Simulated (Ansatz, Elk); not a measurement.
# Mg4Mn2SiHg: X-ray structure factors from the self-consistent density, part 2 of 2

Structure refinements treat a crystal as free atoms side by side. For a made-up structure of Mg4Mn2SiHg (cell and positions from a PBEsol relaxation) the runs below show what the calculated density changes in F(hkl).

Elk 11.2.3 (patched build); all-electron DFT.

So far: The starting structure; Ground state and structure factors; The magnetisation density.

The structure was built from a prototype and need not be the compound's stable phase.

## (4) The highest occupied states alone

Level of this step: DFT, PBE, all-electron APW+lo, Dirac cores, scalar-relativistic bands, static density, ferromagnetic start (Elk).

An energy window below the Fermi level keeps the highest occupied states, to see at which angles they scatter; shallow core shells can lie inside it and anion s states outside. No new self-consistency is needed.

Input file elk.in:

```
tasks
  195

xctype
  20

spinpol
  .true.

rgkmax
  7.0

gmaxvr
  14.0

lmaxo
  7

lmaxapw
  8

swidth
  0.002

tshift
  .false.

ramdisk
  .false.

hmaxvr
  5.5

maxscl
  120

epspot
  1e-06

reducebf
  0.8

wsfac
  -0.147300 0.520200

sppath
  './'

avec
  9.04207952087 0.00000000000 0.00000000000
  0.00000000000 5.52170206034 9.54563701173
  -0.00000000000 -5.52170206034 9.54563701173

atoms
  4
  'Hg.in'
  1
  0.5000000000 0.6449721807 0.6449721807   0.000000 0.000000 0.000000
  'Mn.in'
  2
  0.5000000000 0.1632961674 0.1632961674   0.000000 0.000000 -0.175000
  -0.0000000000 0.3385252303 0.3385252303   0.000000 0.000000 -0.175000
  'Si.in'
  1
  -0.0000000000 0.8567206933 0.8567206933   0.000000 0.000000 0.000000
  'Mg.in'
  4
  0.5000000000 0.1494410613 0.6472367744   0.000000 0.000000 0.000000
  0.5000000000 0.6472367744 0.1494410613   0.000000 0.000000 0.000000
  0.0000000000 0.3461208766 0.8562870160   0.000000 0.000000 0.000000
  0.0000000000 0.8562870160 0.3461208766   0.000000 0.000000 0.000000

ngridk
  4 4 4
```

Started as:

```bash
> OMP_NUM_THREADS=4 elk
```

Numbers of over 12 decimals in the logs are rounded to 6 here.

The log of the run:

```text
┌─────────────────────────────────┐
│ Elk code version 11.2.3 started │
└─────────────────────────────────┘

Info(readinput): the functional depends on the density's gradient
 muffin-tin radial points multiplied by    2.00000
 (not where nrmtscf is given)

┌────────────────────┐
│ Current task : 195 │
└────────────────────┘

Info(sfacrho): density structure factors written to SFACRHO.OUT

 Energy window :  -0.1473000000      0.5202000000

┌──────────────────┐
│ Elk code stopped │
└──────────────────┘
```

Wall time 25 s (4 threads of Arm Neoverse V2, shared host); peak memory 0.37 GiB; 38 s of CPU time.

States within 10 eV below the Fermi level hold 38.00 electrons; any levels below the window count with the cores. Their amplitudes can exceed the total, where window and core parts have opposite phase:

```csv
hkl,sin θ/λ (Å⁻¹),"abs F, window","abs F, all"
011,0.099,4.114,49.085
002,0.099,9.398,68.372
100,0.104,6.609,63.460
111,0.144,4.541,57.277
102,0.144,14.848,83.472
020,0.171,13.831,84.374
013,0.171,5.058,61.947
022,0.198,5.767,73.090
004,0.198,8.476,123.163
120,0.201,4.138,58.165
```

## (5) Another functional

The difference from free atoms is small, so it is set against the change that PBEsol makes.

elk.in: that of step 4 with these lines changed.

```diff
@@ -1,6 +1,8 @@
 tasks
+  0
   195
+  196
 
 xctype
-  20
+  22
 
@@ -42,5 +44,2 @@
 
-wsfac
-  -0.147300 0.520200
-
 sppath
```

Started as:

```bash
> OMP_NUM_THREADS=4 elk
```

The log of the run:

```text
┌─────────────────────────┐
│ Elk code version 11.2.3 │
└─────────────────────────┘

All units are atomic (Hartree, Bohr, etc.)

┌─────────────────────────────────────────────────┐
│ Ground-state run starting from atomic densities │
└─────────────────────────────────────────────────┘

Lattice vectors :
   9.042079521       0.000000000       0.000000000
   0.000000000       5.521702060       9.545637012
  -0.000000000      -5.521702060       9.545637012

Reciprocal lattice vectors :
  0.6948827748      -0.000000000       0.000000000
[...]
muffin-tins
  species : 1 (Hg)
[...]
species : 2 (Mn)
[...]
species : 3 (Si)
[...]
species : 4 (Mg)
[...]
atom 3                    :  -0.1949105745E-01
   atom 4                    :  -0.1949105745E-01
 total in muffin-tins        :    6.850831315
 total moment                :    7.181752953

RMS change in Kohn-Sham potential (target) :   0.6935657183E-03 (  0.1000000000E-05)
Absolute change in total energy (target)   :   0.1238751080E-01 (  0.1000000000E-03)

┌──────────────────┐
│ Loop number : 14 │
└──────────────────┘
[key lines of the parts left out:]
total energy                :     -23060.661173354
```

Run time: 7.7 min. Hardware: 4 threads; peak memory 0.68 GiB.

The run was cut off at its time limit.

## (6) A coarser k-mesh

About half the k-points along each axis test the sampling.

elk.in: that of step 5 with these lines changed.

```diff
@@ -6,3 +6,3 @@
 xctype
-  22
+  20
 
@@ -72,2 +72,2 @@
 ngridk
-  4 4 4
+  2 2 2
```

Started as:

```bash
> OMP_NUM_THREADS=4 elk
```

The log of the run:

```text
┌─────────────────────────┐
│ Elk code version 11.2.3 │
└─────────────────────────┘

All units are atomic (Hartree, Bohr, etc.)

┌─────────────────────────────────────────────────┐
│ Ground-state run starting from atomic densities │
└─────────────────────────────────────────────────┘

Lattice vectors :
   9.042079521       0.000000000       0.000000000
   0.000000000       5.521702060       9.545637012
  -0.000000000      -5.521702060       9.545637012

Reciprocal lattice vectors :
  0.6948827748      -0.000000000       0.000000000
[...]
Moments :
 interstitial                :   0.1900747073
 muffin-tins
  species : 1 (Hg)
[...]
species : 2 (Mn)
[...]
species : 3 (Si)
[...]
species : 4 (Mg)
[...]
atom 3                    :  -0.3662365608E-01
   atom 4                    :  -0.3662365608E-01
 total in muffin-tins        :    7.050965590
 total moment                :    7.241040297

┌──────────────────────────────┐
│ Self-consistent loop stopped │
└──────────────────────────────┘

Warning : core states of species 3 leak from the muffin-tin :   0.1313208984E-02

Wrote STATE.OUT
[key lines of the parts left out:]
total energy                :     -23070.479726905
```

Wall time 4.6 min (4 threads); peak memory 0.69 GiB; 13 min of CPU time.

## (7) Summary of results

| Property | Result |
| --- | --- |
| R against neutral atoms, sin θ/λ < 0.3 Å⁻¹ | 0.30 % |
| R against neutral atoms, 0.3 to 0.56 Å⁻¹ | 0.08 % |

**Reading.** Independent neutral atoms miss the calculated amplitudes by R = 0.30 % below 0.3 Å⁻¹ and 0.08 % from there to 0.56 Å⁻¹; by shells, 0.39 % below 0.15 Å⁻¹ (5 forms), 0.28 % 0.15 to 0.3 (23 forms), 0.06 % 0.3 to 0.45 (49 forms), 0.10 % above 0.45 (72 forms). Bonding, aspherical density and the tables' own atoms all enter these figures, and the runs don't part them. The largest change of an amplitude is -0.70 electrons, at 122. R counts amplitudes alone; phases shift too. The magnetic order is that of the start. No other order was tried here, and an antiferromagnetic one would change or move the magnetic intensity. The window's part falls from 38.0 electrons at the origin to at most 1.62 between 0.45 and 0.56 Å⁻¹, where compact states inside the window still scatter. The basis has no finished test. The k-mesh has no finished test. Spin-orbit coupling is left out, which can matter for elements this heavy. Part of the difference isn't bonding: the tables are fits to free atoms and ions calculated by other methods than this functional. Thermal motion, anomalous dispersion and extinction are left out.

[Logs are printed without paths, hosts, clocks, repeated set-up lines and the standing remarks that a program may print on its own settings, such as how far it seeks lower states.]

[Hosts, paths, dates, database ids (printed as entryN), source tags and the programs' standing remarks are cut or masked in the printed files.]
